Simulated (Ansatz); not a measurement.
# Work function of Ir(100): what the settings cost and change

How thick a slab and how much vacuum does the work function of Ir(100) need?

Program: Ansatz 0.2.0. Level of theory: plane-wave DFT, PBE, Ansatz PAW. Results are calculated unless marked as measured.

### 1. The starting structure

The cell holds 1 atom: 1 Ir. Cell: a = 2.715 Å, b = 2.715 Å, c = 18.000 Å, α = 90.0°, β = 90.0°, γ = 90.0°. Vacuum lies along c.

Coordinates:

```cif
data_structure
_symmetry_space_group_name_H-M 'P 1'
_symmetry_Int_Tables_number 1
_cell_length_a 2.7153
_cell_length_b 2.7153
_cell_length_c 18.0000
_cell_angle_alpha 90.000
_cell_angle_beta 90.000
_cell_angle_gamma 90.000
_cell_volume 132.71
loop_
_atom_site_label
_atom_site_type_symbol
_atom_site_fract_x
_atom_site_fract_y
_atom_site_fract_z
_atom_site_occupancy
Ir1 Ir 0.50000 0.50000 0.50000 1
```

### 2. Slab, setting 1 layer

A work function rests on the faint tail of the density, so the SCF threshold is tight. The slab grows from one layer, at fixed mesh and 18 Å of vacuum; then the vacuum is varied on one slab.

Input file input.yaml:

```yaml
crystal:
  lattice:
    - [2.7152900398, 0.0, 0.0]
    - [0.0, 2.7152900398, 0.0]
    - [0.0, 0.0, 18.0]
  atoms:
    - { symbol: Ir, position: [0.5, 0.5, 0.5] }
kpoints:
  mp_grid: { grid: [15, 15, 1] }
hamiltonian:
  xc: pbe
scf:
  occupations: { method: fermi_dirac, width: 0.1 }
  convergence: { dr2_threshold: 1.0e-09 }
efield:
  axis: 3
  dipole_correction: true
  ramp_position: 0.97
  ramp_width: 0.06
output:
  write_potential: true
  write_density: true
  volumetric_format: npy
  elf: true
```

On the command line:

```sh
ansatz run input.yaml --threads 2 --pin off --max-ram 3072MiB --backend cpu --events-out ev --progress --plain --runs-dir out
```

Numbers of over 12 decimals in the logs are rounded to 6 here.

What it wrote:

```text
Engine: ansatz 0.2.0, aarch64-unknown-linux-gnu
Pseudopotentials: kind: paw
Pseudopotential: Ir, paw, valence charge 17, recommended cutoff 420 eV (normal), Ir.paw.azcp
Functional definition: PBE
  parameter kappa = 0.804
  parameter beta = 0.066725
  exchange = pbe_x(kappa = kappa, mu = beta*pi^2/3)
  correlation = pbe_c(beta = beta)
Crystal: 1 atoms, lattice volume = 132.710 Å³
Basis set: ecut = 420 eV, 2657 PW (Γ)
Bands: 13, of which v1, the nominal top of the filled ones, is band 9 counted from 1 (8 counted from 0)
Symmetry: 8 space group operations
k-points: 36 of 225
Non-local potential: Ir, projectors of the file, l = 0: 3, l = 1: 2, l = 2: 2, l = 3: 1
PAW form: soft (Blöchl's): semilocal exchange-correlation on the pseudo side does not see the compensation charge
PAW one-centre angular grid: Ir, 590 points (default); XC on 64 Gauss nodes
Initial density: superposition of atomic densities (neutral atoms: chi_scale 0, normalization atom), corrected by the library's trained network
Initial wavefunctions: pseudopotential atomic-orbital guess
Functional: x = pbe(κ = 0.804, μ = 0.219515), c = pbe(β = 0.066725)
SCF iter   1: F=—  HF=-11932.552974 eV  |F-HF|=—  |Δ(HF+E_count)|=         —  Δρ=4.21e-3  dr2=3.07e-2  ethr=1.77e-3  p=-0.000 e·Å  D=-2.57e-15 V/Å  ΔV_dip=0.00 eV  dr2_dipole=5.52e-14  V_vac-E_F(+/−)=5.50/5.50 eV  ⟨swp⟩=5.6  Hψ=2633  notcnv=0
efield: sawtooth ramp at fractional position 0.9700 (set: `efield.ramp_position`, or a place that a band, a saddle search or an elastic batch's reference lends), width 0.0600; the density the first Hamiltonian is built on has a dipole p = -0.000 e·Å; the dipole correction subtracts the counter field D = -2.57e-15 V/Å, which shifts the + side's vacuum level by +0.00 eV against the − side's; the planar-averaged density in the ramp window peaks in size at 1.7e-5 e/Å³
preconditioner: auto → LDOS  [metal: Δε(μ)=0.020 eV  Ē_g=7.307 eV  σ=0.100 eV  W_gap=0.05  n_scr=10 (ndim 8)  ℏωp=9.7 eV  f_vac=0.754  D(μ)=2.98/eV (n_scr^D=10)  β→1.0]
SCF iter   2: F=—  HF=-11932.554884 eV  |F-HF|=—  |Δ(HF+E_count)|=   1.91e-3  Δρ=5.66e-3  dr2=2.96e-2  ethr=1.80e-4  p=0.000 e·Å  D=1.10e-6 V/Å  ΔV_dip=-0.00 eV  dr2_dipole=1.20e-11  V_vac-E_F(+/−)=6.17/6.17 eV  ⟨swp⟩=2.5  Hψ=1130  notcnv=0
SCF iter   3: F=—  HF=-11932.548512 eV  |F-HF|=—  |Δ(HF+E_count)|=   6.37e-3  Δρ=3.34e-4  dr2=3.20e-4  ethr=1.74e-4  p=0.000 e·Å  D=2.81e-7 V/Å  ΔV_dip=-0.00 eV  dr2_dipole=1.52e-13  V_vac-E_F(+/−)=6.07/6.07 eV  ⟨swp⟩=2.2  Hψ=580  notcnv=0
SCF iter   4: F=—  HF=-11932.548572 eV  |F-HF|=—  |Δ(HF+E_count)|=   6.02e-5  Δρ=9.84e-5  dr2=2.29e-5  ethr=1.88e-6  p=-0.000 e·Å  D=-3.06e-7 V/Å  ΔV_dip=0.00 eV  dr2_dipole=1.21e-12  V_vac-E_F(+/−)=6.15/6.15 eV  ⟨swp⟩=2.0  Hψ=738  notcnv=0
SCF iter   5: F=—  HF=-11932.548582 eV  |F-HF|=—  |Δ(HF+E_count)|=   1.03e-5  Δρ=2.65e-5  dr2=8.68e-7  ethr=1.35e-7  p=0.000 e·Å  D=1.69e-8 V/Å  ΔV_dip=-0.00 eV  dr2_dipole=2.54e-13  V_vac-E_F(+/−)=6.16/6.16 eV  ⟨swp⟩=2.1  Hψ=609  notcnv=0
SCF iter   6: F=—  HF=-11932.548589 eV  |F-HF|=—  |Δ(HF+E_count)|=   6.55e-6  Δρ=6.51e-6  dr2=5.61e-8  ethr=5.11e-9  p=-0.000 e·Å  D=-1.26e-7 V/Å  ΔV_dip=0.00 eV  dr2_dipole=3.81e-13  V_vac-E_F(+/−)=6.17/6.17 eV  ⟨swp⟩=2.2  Hψ=678  notcnv=0
SCF iter   7: F=—  HF=-11932.548589 eV  |F-HF|=—  |Δ(HF+E_count)|=   4.79e-8  Δρ=1.59e-6  dr2=2.17e-9  ethr=3.30e-10  p=0.000 e·Å  D=6.77e-8 V/Å  ΔV_dip=-0.00 eV  dr2_dipole=2.74e-13  V_vac-E_F(+/−)=6.17/6.17 eV  ⟨swp⟩=2.1  Hψ=644  notcnv=0
SCF iter   8: F=-11932.548589 eV  HF=-11932.548589 eV  |F-HF|=3.64e-11  |Δ(HF+E_count)|=   3.22e-9  Δρ=1.65e-7  dr2=4.27e-11  ethr=5.88e-12  p=-0.000 e·Å  D=-8.85e-8 V/Å  ΔV_dip=0.00 eV  dr2_dipole=2.70e-13  V_vac-E_F(+/−)=6.17/6.17 eV  ⟨swp⟩=5.4  Hψ=1567  notcnv=0
SCF 1 converged in 8 iterations: F = -11932.548589 eV  dr2 = 4.27e-11
  greatest PAW one-centre occupation: 1.000 electrons in one spin orbital (limit 2), on the Ir atom at site 0 (counted from 0), in its partial waves of l = 0
WARN: The output density's exchange-correlation potential varies sharply where the density is thin. Do not read a vacuum level from v_tot or v_xc, or from such a field of the output density. On a cell that repeats whose density bears no net charge and no dipole along the vacuum's axis use v_es (v_loc + v_h of the components); under efield.dipole_correction with no amplitude use v_es + v_field, which holds any externa [...]
SCF converged after 8 iterations
Free energy (F): -11932.548589 eV
Harris-Foulkes:  -11932.548589 eV  (|F-HF|=3.64e-11)
Internal energy: -11932.449017 eV  (E = F + TS)
E sigma→0 (E₀):  -11932.498803 eV
Entropy (-TS):   -0.099572 eV (-99.572 meV/atom)
Fermi energy:    -2.783921 eV
Dipole field:    D = 0.000001 V/Å  (p = 0.000001 e·Å, saw-weighted, corrected)
Work function:   Φ+ = 6.1659 eV   Φ− = 6.1659 eV
Levels:          The Fermi level and band energies are counted from a zero that moves with the ramp; work functions are not
--- Per-component energies (eV) ---
  E_band       = -536.927401
  E_kinetic    = 614.936464
  E_local      = -10232.385170  (includes V_loc(G=0)·N_el)
  E_nonlocal   = 75.122096
  E_hartree    = 4765.220782
  E_xc         = -262.613565
  E_vxc        = -292.686002  (∫ρ·V_xc dr)
  E_paw        = -9223.639454  (= ΣΔE_a)
  E_vpaw       = -232.356830  (= ΣTr[D̂ρ^β])
  E_aug_tail   = 0.000060  (compensation charges beyond the density's cutoff)
  E_efield     = 0.000000  (sawtooth field / dipole correction)
  E_vefield    = 0.000000  (∫n·V_field dr)
  E_ewald      = 2330.909771
  E_smearing   = -0.099572  (= −TS)
  E_closure    = 0.000000  (closes the sum)
  Σ components = -11932.548589   (vs F -11932.548589, Δ=0.00e0)
--- Band table (eV; the first three rows and the last of 36) ---
  k-point 0: bands = [... 5 lower, -7.0221, -4.2705, -2.3819, -2.3819, -1.5810, -0.7995, 3.0388, 3.6241]
  k-point 1: bands = [... 5 lower, -6.9339, -4.2325, -2.6843, -2.3695, -1.6839, -0.5013, 3.1255, 3.7248]
  k-point 2: bands = [... 5 lower, -6.6350, -4.1223, -3.2799, -2.3344, -1.9630, 0.1030, 3.3852, 4.0216]
  k-point 35: bands = [... 5 lower, -4.7058, -4.6868, -2.6233, -0.2510, 3.4311, 4.2209, 7.9362, 8.8066]
```

Run time: 8.4 s. Hardware: 2 threads of Arm Neoverse N1, shared host; peak memory 0.39 GiB; 16 s of CPU time.

Reading the cycles: dr2 is the Hartree energy of the density residual (eV), the measure of convergence; HF is the Harris–Foulkes estimate of the energy, which meets the free energy F at convergence.

Numbers from this step:

```
energy at zero smearing   : -11932.4988 eV
work function, upper face : 6.166 eV
```

Running mean over 1.92 Å of the planar mean; the ramp of the sawtooth is left out. Electron's electrostatic potential energy less the Fermi level against z:

```
z (Å)  electron's electrostatic potential energy less the Fermi level (eV)
 2.88                                                                 6.17
 3.17                                                                 6.17
 3.60                                                                 6.17
 3.89                                                                 6.17
 4.18                                                                 6.17
 4.46                                                                 6.17
 4.90                                                                 6.16
 5.18                                                                 6.16
 5.47                                                                 6.16
 5.90                                                                 6.13
 6.19                                                                 6.09
 6.48                                                                 5.99
 6.91                                                                 5.57
 7.20                                                                 4.78
 7.49                                                                 2.99
 7.78                                                              -0.0472
 8.21                                                                -5.74
 8.50                                                                -9.00
 8.78                                                                -10.9
 9.22                                                                -10.9
 9.50                                                                -9.00
 9.79                                                                -5.74
10.22                                                              -0.0472
10.51                                                                 2.99
10.80                                                                 4.78
11.09                                                                 5.57
11.52                                                                 5.99
11.81                                                                 6.09
12.10                                                                 6.13
12.53                                                                 6.16
12.82                                                                 6.16
13.10                                                                 6.16
13.54                                                                 6.17
13.82                                                                 6.17
14.11                                                                 6.17
14.40                                                                 6.17
14.83                                                                 6.17
15.12                                                                 6.17
```

Valence density in the ca plane at fractional y = 0.500, with atoms of Ir within 0.2 Å of it. It is the smooth field of the valence electrons, not physical close to the nuclei.

Ten steps, logarithmic in the rise over the least value, from '0' (0.0 e/Å³) to '9' (8.9 e/Å³), each cell a mean:
```
00000000000000000001344321000000000000000000
00000000000000000012467631000000000000000000
00000000000000000013699852000000000000000000
00000000000000000014799962100000000000000000
00000000000000000013799852000000000000000000
00000000000000000013588742000000000000000000
00000000000000000012355421000000000000000000
00000000000000000001233321000000000000000000
```
Columns run along c (18.0 Å), rows up along a (2.7 Å). Atoms in or near the plane, at fractional coordinates: Ir at (0.50, 0.50).

Electrostatic potential energy in the ca plane at fractional y = 0.500, with atoms of Ir within 0.2 Å of it. With pseudopotentials it is smooth inside the atoms' cores, unlike the true potential.

Ten even steps from '0' (-47 eV) to '9' (3 eV), each cell a mean:
```
99999999999999999999877899999999999999999999
99999999999999999998621489999999999999999999
99999999999999999998300069999999999999999999
99999999999999999997100059999999999999999999
99999999999999999998200059999999999999999999
99999999999999999998500279999999999999999999
99999999999999999999855689999999999999999999
99999999999999999999988899999999999999999999
```
Columns run along c (18.0 Å; values clipped at the 3rd and 97th percentile), rows up along a (2.7 Å). Atoms in or near the plane, at fractional coordinates: Ir at (0.50, 0.50).

ELF in the ca plane at fractional y = 0.500, with atoms of Ir within 0.2 Å of it. It is the smooth field of the valence electrons, not physical close to the nuclei.

Ten even steps from '0' (0.00) to '9' (0.67), each cell a mean:
```
00000000000000000124444443100000000000000000
00000000000000000234577544210000000000000000
00000000000000001245799865310000000000000000
00000000000000001356986976420000000000000000
00000000000000001356898975420000000000000000
00000000000000001244589754310000000000000000
00000000000000000134455443210000000000000000
00000000000000000124544543100000000000000000
```
Columns run along c (18.0 Å), rows up along a (2.7 Å). Atoms in or near the plane, at fractional coordinates: Ir at (0.50, 0.50).

The work function is 6.166 eV.

### 3. Run, 2 atoms

System of this step: Ir(100). The cell holds 2 atoms: 2 Ir. Its edges and angles: a = 2.715 Å, b = 2.715 Å, c = 19.920 Å, α = 90.0°, β = 90.0°, γ = 90.0°. Vacuum lies along c.

input.yaml, the sections that differ from step 2:

```yaml
crystal:
  lattice:
    - [2.7152900398, 0.0, 0.0]
    - [0.0, 2.7152900398, 0.0]
    - [0.0, 0.0, 19.92]
  atoms:
    - { symbol: Ir, position: [0.5, 0.5, 0.4518072289] }
    - { symbol: Ir, position: [0.0, 0.0, 0.5481927711] }
output:
  write_potential: true
  write_density: true
  volumetric_format: npy
# kpoints, hamiltonian, scf, efield: as in step 2
```

What it wrote:

```text
[...]
Crystal: 2 atoms, lattice volume = 146.866 Å³
Basis set: ecut = 420 eV, 2903 PW (Γ)
Bands: 21, of which v1, the nominal top of the filled ones, is band 17 counted from 1 (16 counted from 0)
Symmetry: 8 space group operations
k-points: 36 of 225
[...]
k-point 0: bands = [... 13 lower, -1.5081, -1.2301, -0.9340, 0.4752, 1.2146, 1.2146, 1.5216, 2.0461]
  k-point 1: bands = [... 13 lower, -1.4970, -1.2147, -0.6189, 0.3007, 0.6455, 1.2951, 1.4257, 2.6527]
  k-point 2: bands = [... 13 lower, -1.4723, -1.1905, -0.1242, -0.0817, -0.0781, 1.1810, 1.4103, 3.5298]
  k-point 35: bands = [... 13 lower, -0.4814, 0.4091, 0.4143, 2.2896, 2.5091, 4.8195, 5.5761, 9.0029]
[key lines of the parts left out:]
SCF converged after 10 iterations
Free energy (F): -23867.889033 eV
Fermi energy:    0.334606 eV
Dipole field:    D = -0.000002 V/Å  (p = -0.000002 e·Å, saw-weighted, corrected)
Work function:   Φ+ = 5.6879 eV   Φ− = 5.6879 eV
```

Run time: 17 s. Hardware: 2 threads; peak memory 0.4 GiB.

The work function is 5.688 eV, -0.478 eV from the run “1 layer”, at 1.9 times its CPU time.

### 4. Run, 3 atoms

System of this step: Ir(100). The cell holds 3 atoms: 3 Ir. Cell: a = 2.715 Å, b = 2.715 Å, c = 21.840 Å, α = 90.0°, β = 90.0°, γ = 90.0°. Vacuum lies along c.

input.yaml, the sections that differ from step 3:

```yaml
crystal:
  lattice:
    - [2.7152900398, 0.0, 0.0]
    - [0.0, 2.7152900398, 0.0]
    - [0.0, 0.0, 21.84]
  atoms:
    - { symbol: Ir, position: [0.0, 0.0, 0.4120879121] }
    - { symbol: Ir, position: [0.5, 0.5, 0.5] }
    - { symbol: Ir, position: [0.0, 0.0, 0.5879120879] }
# kpoints, hamiltonian, scf, efield, output: as in step 3
```

What it wrote:

```text
[...]
Crystal: 3 atoms, lattice volume = 161.022 Å³
Basis set: ecut = 420 eV, 3221 PW (Γ)
Bands: 31, of which v1, the nominal top of the filled ones, is band 26 counted from 1 (25 counted from 0)
Symmetry: 8 space group operations
k-points: 36 of 225
[...]
k-point 0: bands = [... 22 lower, 2.0027, 2.0027, 2.1568, 2.2206, 3.3734, 3.8120, 3.8120, 3.8446, ... 1 higher]
  k-point 1: bands = [... 22 lower, 1.4981, 1.7007, 2.3671, 2.8289, 3.0634, 3.1816, 3.7432, 3.9085, ... 1 higher]
  k-point 2: bands = [... 22 lower, 1.2726, 1.4431, 2.2956, 2.5042, 2.8315, 3.5150, 3.5449, 4.0000, ... 1 higher]
  k-point 35: bands = [... 22 lower, 2.8070, 3.2251, 4.0654, 4.7303, 4.9035, 6.3796, 7.1572, 10.0742, ... 1 higher]
[key lines of the parts left out:]
SCF converged after 10 iterations
Free energy (F): -35803.291551 eV
Fermi energy:    2.728476 eV
Dipole field:    D = -0.000007 V/Å  (p = -0.000006 e·Å, saw-weighted, corrected)
Work function:   Φ+ = 5.4640 eV   Φ− = 5.4639 eV
```

Run time: 33 s. Hardware: 2 threads; peak memory 0.46 GiB.

The work function is 5.464 eV, -0.224 eV from the run “2 layers”, at 1.6 times its CPU time.

### 5. Run, 4 atoms

System of this step: Ir(100). The cell holds 4 atoms: 4 Ir. Its edges and angles: a = 2.715 Å, b = 2.715 Å, c = 23.760 Å, α = 90.0°, β = 90.0°, γ = 90.0°. Vacuum lies along c.

input.yaml, the sections that differ from step 4:

```yaml
crystal:
  lattice:
    - [2.7152900398, 0.0, 0.0]
    - [0.0, 2.7152900398, 0.0]
    - [0.0, 0.0, 23.76]
  atoms:
    - { symbol: Ir, position: [0.5, 0.5, 0.3787878788] }
    - { symbol: Ir, position: [0.0, 0.0, 0.4595959596] }
    - { symbol: Ir, position: [0.5, 0.5, 0.5404040404] }
    - { symbol: Ir, position: [0.0, 0.0, 0.6212121212] }
# kpoints, hamiltonian, scf, efield, output: as in step 4
```

What it wrote:

```text
[...]
Crystal: 4 atoms, lattice volume = 175.178 Å³
Basis set: ecut = 420 eV, 3491 PW (Γ)
Bands: 41, of which v1, the nominal top of the filled ones, is band 34 counted from 1 (33 counted from 0)
Symmetry: 8 space group operations
k-points: 36 of 225
[...]
k-point 0: bands = [... 30 lower, 3.1708, 3.6974, 4.4583, 4.4583, 4.4887, 4.6231, 5.3618, 5.6087, ... 3 higher]
  k-point 1: bands = [... 30 lower, 3.1845, 3.6980, 3.7960, 4.0432, 4.8074, 4.9064, 5.1821, 5.3700, ... 3 higher]
  k-point 2: bands = [... 30 lower, 3.3277, 3.4033, 3.5708, 3.6673, 4.2866, 4.8851, 4.9051, 5.3485, ... 3 higher]
  k-point 35: bands = [... 30 lower, 5.0178, 5.0468, 5.7889, 5.9542, 6.5567, 6.6955, 7.7196, 8.5231, ... 3 higher]
[key lines of the parts left out:]
SCF converged after 10 iterations
Free energy (F): -47738.573357 eV
Fermi energy:    4.539349 eV
Dipole field:    D = 0.000000 V/Å  (p = 0.000000 e·Å, saw-weighted, corrected)
Work function:   Φ+ = 5.5446 eV   Φ− = 5.5446 eV
```

Run time: 48 s. Hardware: 2 threads; peak memory 0.52 GiB.

The work function is 5.545 eV, +0.081 eV from the run “3 layers”, at 1.5 times its CPU time.

### 6. Slab, 5 atoms

System of this step: Ir(100). The cell holds 5 atoms: 5 Ir. Its edges and angles: a = 2.715 Å, b = 2.715 Å, c = 25.680 Å, α = 90.0°, β = 90.0°, γ = 90.0°. Vacuum lies along c.

input.yaml, the sections that differ from step 5:

```yaml
crystal:
  lattice:
    - [2.7152900398, 0.0, 0.0]
    - [0.0, 2.7152900398, 0.0]
    - [0.0, 0.0, 25.68]
  atoms:
    - { symbol: Ir, position: [0.0, 0.0, 0.3504672897] }
    - { symbol: Ir, position: [0.5, 0.5, 0.4252336449] }
    - { symbol: Ir, position: [0.0, 0.0, 0.5] }
    - { symbol: Ir, position: [0.5, 0.5, 0.5747663551] }
    - { symbol: Ir, position: [0.0, 0.0, 0.6495327103] }
# kpoints, hamiltonian, scf, efield, output: as in step 5
```

What it wrote:

```text
[...]
Crystal: 5 atoms, lattice volume = 189.334 Å³
Basis set: ecut = 420 eV, 3777 PW (Γ)
Bands: 51, of which v1, the nominal top of the filled ones, is band 43 counted from 1 (42 counted from 0)
Symmetry: 8 space group operations
k-points: 36 of 225
[...]
k-point 0: bands = [... 39 lower, 4.9804, 5.1510, 5.6939, 6.3762, 6.4209, 6.4209, 6.5839, 7.0152, ... 4 higher]
  k-point 1: bands = [... 39 lower, 5.1075, 5.4098, 5.6848, 5.7886, 5.9619, 6.5077, 6.7323, 6.8506, ... 4 higher]
  k-point 2: bands = [... 39 lower, 4.9595, 5.2111, 5.2987, 5.5241, 5.8543, 6.3891, 6.6161, 6.6554, ... 4 higher]
  k-point 35: bands = [... 39 lower, 6.7700, 7.3081, 7.5189, 7.5381, 8.1393, 8.2541, 8.9847, 9.8150, ... 4 higher]
[key lines of the parts left out:]
SCF converged after 10 iterations
Free energy (F): -59673.908315 eV
Fermi energy:    6.132480 eV
Dipole field:    D = -0.000000 V/Å  (p = -0.000000 e·Å, saw-weighted, corrected)
Work function:   Φ+ = 5.5492 eV   Φ− = 5.5492 eV
```

It took 62 s on 2 threads; peak memory 0.6 GiB.

The work function is 5.549 eV, +0.005 eV from the run “4 layers”, at 1.4 times its CPU time.

[end of part 1 of 2]

[Logs are printed without paths, hosts, clocks, repeated set-up lines and the standing remarks that a program may print on its own settings, such as how far it seeks lower states.]

[Hosts, paths, dates, database ids (printed as entryN), source tags and the programs' standing remarks are cut or masked in the printed files.]

[Maps of the electrostatic potential energy from Ansatz leave out the sawtooth potential of an applied field or a dipole correction, so their vacuum need not be flat; planar profiles and work functions include it.]
